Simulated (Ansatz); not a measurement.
# CdInI3 (model cell, started as cubic perovskite with Cd in the octahedra): a soft mode frozen in, part 3 of 3

Wanted: the energy along a soft mode of CdInI3 (model cell, started as cubic perovskite with Cd in the octahedra) and the structure at the end.

Ansatz 0.2.0; DFT PBEsol, scalar-relativistic, plane waves, PAW; PAW set soft_1.

So far. Step 5 (Energy along the mode, all amplitudes (two of the runs …): The lowest of the steps tried is the last one, at 0.6 Å, 30.0 meV/atom below the parent; the bottom of the well need not coincide with a step. Step 7 (The new phase in its own primitive cell): The largest force component left is 0.34 meV/Å and the pressure is -0.004 GPa, within the tolerances set. The cell now holds 40.27 Å³/atom. The relaxed cell has a = 8.160, c = 20.950 Å (conventional setting).

The structure was built from a prototype and need not be the compound's stable phase.

## 8. Modes of the new phase

A relaxed structure may still be a saddle point, so its zone-centre modes are computed. No field response is asked, and the gap on the mesh is small against the smearing.

input.yaml

```yaml
crystal:
  lattice:
    - [4.0798118504, 2.3554804701, 6.9833870658]
    - [-4.0798118504, 2.3554804701, 6.9833870658]
    - [0.0, -4.7109609402, 6.9833870658]
  atoms:
    - { symbol: In, position: [0.1971086117, 0.1971086117, 0.1971086117] }
    - { symbol: In, position: [0.8028913883, 0.8028913883, 0.8028913883] }
    - { symbol: Cd, position: [0.5, 0.5, 0.5] }
    - { symbol: Cd, position: [0.0, 0.0, 0.0] }
    - { symbol: I, position: [0.7499087883, 0.2408562768, 0.7499087883] }
    - { symbol: I, position: [0.2500912117, 0.7591437232, 0.2500912117] }
    - { symbol: I, position: [0.2500912117, 0.2500912117, 0.7591437232] }
    - { symbol: I, position: [0.7499087883, 0.7499087883, 0.2408562768] }
    - { symbol: I, position: [0.7591437232, 0.2500912117, 0.2500912117] }
    - { symbol: I, position: [0.2408562768, 0.7499087883, 0.7499087883] }
kpoints:
  mp_grid: { grid: [6, 6, 6] }
hamiltonian:
  xc: pbesol
  pseudopotentials: { kind: paw, azcp: { folder: soft_1 }, xc_functional: pbe }
scf:
  occupations: { method: methfessel_paxton, width: 0.2 }
output:
  eigenvalues: true
phonons:
  method: dfpt
```

Started as:

```sh
$ ansatz run input.yaml --threads 4 --pin off --max-ram 16384MiB --backend cpu --events-out ev --progress --plain --runs-dir out
```

Numbers of over 12 decimals in the logs are rounded to 6 here.

Output:

```text
[...]
Crystal: 10 atoms, lattice volume = 402.659 Å³
Basis set: ecut = 420 eV, 7883 PW (Γ), exchange–correlation on 120×120×120 points (8 copies of the dense FFT grid, shifted against one another)
Bands: 101, of which v1, the nominal top of the filled ones, is band 84 counted from 1 (83 counted from 0)
Symmetry: 12 space group operations
k-points: 112 of 216 (irreducible under 1 space group operation, time reversal used)
[...]
SCF iter   1: F=—  HF=-72022.355602 eV  |F-HF|=—  |Δ(HF+E_count)|=         —  Δρ=4.59e-2  dr2=1.40e1  ethr=3.10e-3  ⟨swp⟩=8.6  Hψ=49099  notcnv=0
[...]
SCF iter  14: F=-72017.428102 eV  HF=-72017.428102 eV  |F-HF|=4.37e-11  |Δ(HF+E_count)|=    0.00e0  S|Δr|=    0.00e0  Δρ=2.77e-8  dr2=2.60e-12  ethr=1.00e-12  ⟨swp⟩=16.9  Hψ=72356  notcnv=0
SCF 1 converged in 14 iterations: F = -72017.428102 eV  dr2 = 2.60e-12
[...]
DFPT response loops at Γ: preconditioner auto → none (partly filled bands, converged f_vac=0.162); β = 0.50; Broyden in place of MSR1
SCF converged after 14 iterations
[...]
Free energy (F): -72017.428102 eV
[...]
Internal energy: -72017.465105 eV  (E = F + TS)
E sigma→0 (E₀):  -72017.437353 eV
Entropy (-TS):   0.037003 eV (3.700 meV/atom)
Fermi energy:    4.775313 eV
[...]
--- Band table (eV; the first three rows and the last of 112) ---
  k-point 0: bands = [... 80 lower, 4.5071, 4.5071, 4.6411, 4.6411, 4.7907, 8.5079, 8.6939, 8.6939, ... 13 higher]
  k-point 1: bands = [... 80 lower, 4.3961, 4.4624, 4.5490, 4.7117, 5.1637, 8.4470, 8.5586, 8.6968, ... 13 higher]
  k-point 2: bands = [... 80 lower, 4.3845, 4.4154, 4.5074, 4.5888, 6.0223, 7.7005, 8.3088, 8.3914, ... 13 higher]
  k-point 111: bands = [... 80 lower, 4.3223, 4.4351, 4.4351, 4.5043, 6.6625, 6.9992, 8.0117, 8.1692, ... 13 higher]
--- Phonons (Γ-DFPT): 8 representative perturbations + reference, on 112 of 216 k-points (Σ response iterations 32) ---
  k mesh reduced under 1 symmetry operation, with k and −k counted as one. Each operation leaves every solved perturbation unchanged. A smaller set is not used because it would not reduce the number of displacements times k-points to solve
  ASR residual: 1.124e-4 → 0.000e0 eV/Å²; symmetrization residual: 9.246e-5 eV/Å²
  ASR residual per site (eV/Å²): 9.67e-5 9.67e-5 4.00e-5 4.69e-5 9.78e-5 9.78e-5 1.12e-4 1.12e-4 9.78e-5 9.78e-5
  Γ frequencies (cm⁻¹): -32.71 -24.13 -24.13 -4.46 -4.46 0.00 0.00 0.00 3.50 8.49 8.49 25.99 35.04 40.02 40.02 49.80 49.80 62.46 62.46 62.82 62.82 72.54 76.00 107.36 107.36 116.84 119.68 119.68 129.93 135.86
  non-analytic LO–TO correction: not included (Born effective charges unavailable; polar crystals: no LO–TO splitting at Γ)
```

Wall time 32 min (4 threads of Arm Neoverse V1, shared host); peak memory 9.2 GiB.

Numbers from this step:

* sum-rule residual before enforcement: 1.12e-4 eV/Å²
* point group: -3m
* highest optical mode at the zone centre (no LO-TO term): 135.9 cm⁻¹
* lowest optical zone-centre mode: -32.71 cm⁻¹

Patterns of degenerate modes are one choice out of their space. The modes at Γ (shares of kinetic energy by element, %) (negative means imaginary):

| mode | frequency (cm⁻¹) | symmetry | In % | Cd % | I % |
| --- | --- | --- | --- | --- | --- |
| 1 | -32.7 | A2g | 0 | 0 | 100 |
| 2 | -24.1 | Eg | 43 | 0 | 57 |
| 3 | -24.1 | Eg | 43 | 0 | 57 |
| 4 | -4.5 | Eu | 51 | 21 | 28 |
| 5 | -4.5 | Eu | 51 | 21 | 28 |
| 6 | 0.0 | acoustic | 19 | 18 | 63 |
| 7 | 0.0 | acoustic | 19 | 18 | 63 |
| 8 | 0.0 | acoustic | 19 | 18 | 63 |
| 9 | 3.5 | A1u | 0 | 0 | 100 |
| 10 | 8.5 | Eu | 6 | 32 | 62 |
| 11 | 8.5 | Eu | 6 | 32 | 62 |
| 12 | 26.0 | A2u | 21 | 48 | 31 |
| 13 | 35.0 | A1g | 64 | 0 | 36 |
| 14 | 40.0 | Eg | 22 | 0 | 78 |
| 15 | 40.0 | Eg | 22 | 0 | 78 |
| 16 | 49.8 | Eg | 13 | 0 | 87 |
| 17 | 49.8 | Eg | 13 | 0 | 87 |
| 18 | 62.5 | Eg | 21 | 0 | 79 |
| 19 | 62.5 | Eg | 21 | 0 | 79 |
| 20 | 62.8 | Eu | 22 | 3 | 76 |
| 21 | 62.8 | Eu | 22 | 3 | 76 |
| 22 | 72.5 | A2u | 49 | 17 | 34 |
| 23 | 76.0 | A1g | 36 | 0 | 64 |
| 24 | 107.4 | Eu | 2 | 95 | 3 |
| 25 | 107.4 | Eu | 2 | 95 | 3 |
| 26 | 116.8 | A2u | 10 | 84 | 6 |
| 27 | 119.7 | Eu | 0 | 31 | 69 |
| 28 | 119.7 | Eu | 0 | 31 | 69 |
| 29 | 129.9 | A2u | 1 | 32 | 67 |
| 30 | 135.9 | A1g | 0 | 0 | 100 |

Displacements in mode 1 (-32.7 cm⁻¹), the largest set to 1:
```
In1  0.00  0.00  0.00
In2  0.00  0.00  0.00
Cd3  0.00  0.00  0.00
Cd4  0.00  0.00  0.00
I5   0.50  0.87  0.00
I6  -0.50 -0.87  0.00
I7   1.00  0.00  0.00
I8  -1.00  0.00  0.00
I9  -0.50  0.87  0.00
I10  0.50 -0.87  0.00
```

Displacements in mode 3 (-24.1 cm⁻¹), the largest set to 1:
```
In1  1.00  0.47  0.00
In2 -1.00 -0.47  0.00
Cd3  0.00  0.00  0.00
Cd4  0.00  0.00  0.00
I5  -0.50 -0.38  0.30
I6   0.50  0.38 -0.30
I7   0.65  0.18 -0.22
I8  -0.65 -0.18  0.22
I9   0.39  0.15  0.53
I10 -0.39 -0.15 -0.53
```

Before it was imposed, the acoustic sum rule was missed by 1.1e-4 eV/Å². Small misses are needed for a sound result but don't prove that mesh and cutoff are converged. The lowest optical mode is imaginary, 32.7i cm⁻¹, so the energy falls along it.

## 9. Results

```json
{
  "unstable mode of the parent": "q = (-0.5, -0.5, -0.5), 49i cm⁻¹",
  "depth at the lowest point sampled": "30.0 meV/atom",
  "largest atomic shift at that point": "0.6 Å",
  "space group reached (within 0.01 Å)": "R-3m",
  "energy gained over the parent (first relaxation, on the mesh of the frozen mode)": "47.5 meV/atom",
  "volume per atom, phase reached": "40.3 Å³",
  "gap on the k-mesh, phase reached": "0.0518 eV",
  "lowest optical zone-centre mode, phase reached": "-32.7 cm⁻¹",
  "highest optical mode at the zone centre (no LO-TO term), phase reached": "136 cm⁻¹"
}
```

**Reading.** Along this mode the structure falls into R-3m, 47.5 meV/atom below the parent. At the parent's cell the well is 30.03 meV/atom deep on the steps tried, with its lowest point at a shift of 0.6 Å. That is the last step tried, so the steps alone don't bracket the bottom of the well. Relaxing atoms and cell changes the gain by +17.48 meV/atom against the lowest step (energies at zero smearing). The new phase still has an imaginary mode at the zone centre of its cell, so it is a saddle point on the way to a lower structure. Of the 6 patterns followed to their end from this parent, this one ends 20.7 meV/atom above the lowest, P4mm. Another end point lies within 1 meV/atom; how such a difference moves with mesh and cutoff was not tested. Each path keeps the symmetry of its pattern, so a lower phase may lie along a pattern not tried. With no gap, or one that is small against the smearing, the frequencies hang on the k mesh and the smearing, most of all near Kohn anomalies. A semilocal functional can close a gap that the real compound would have, so the metallic treatment may be an artefact of the level. Spin-orbit coupling is left out, which can matter for the heavy elements here. The PAW files were made for PBE and serve the other functionals too. The starting cell was built on a prototype and not taken from a measurement, so the phase need not exist.

[Logs are printed without paths, hosts, clocks, repeated set-up lines and the standing remarks that a program may print on its own settings, such as how far it seeks lower states.]

[Hosts, paths, dates, database ids (printed as entryN), source tags and the programs' standing remarks are cut or masked in the printed files.]
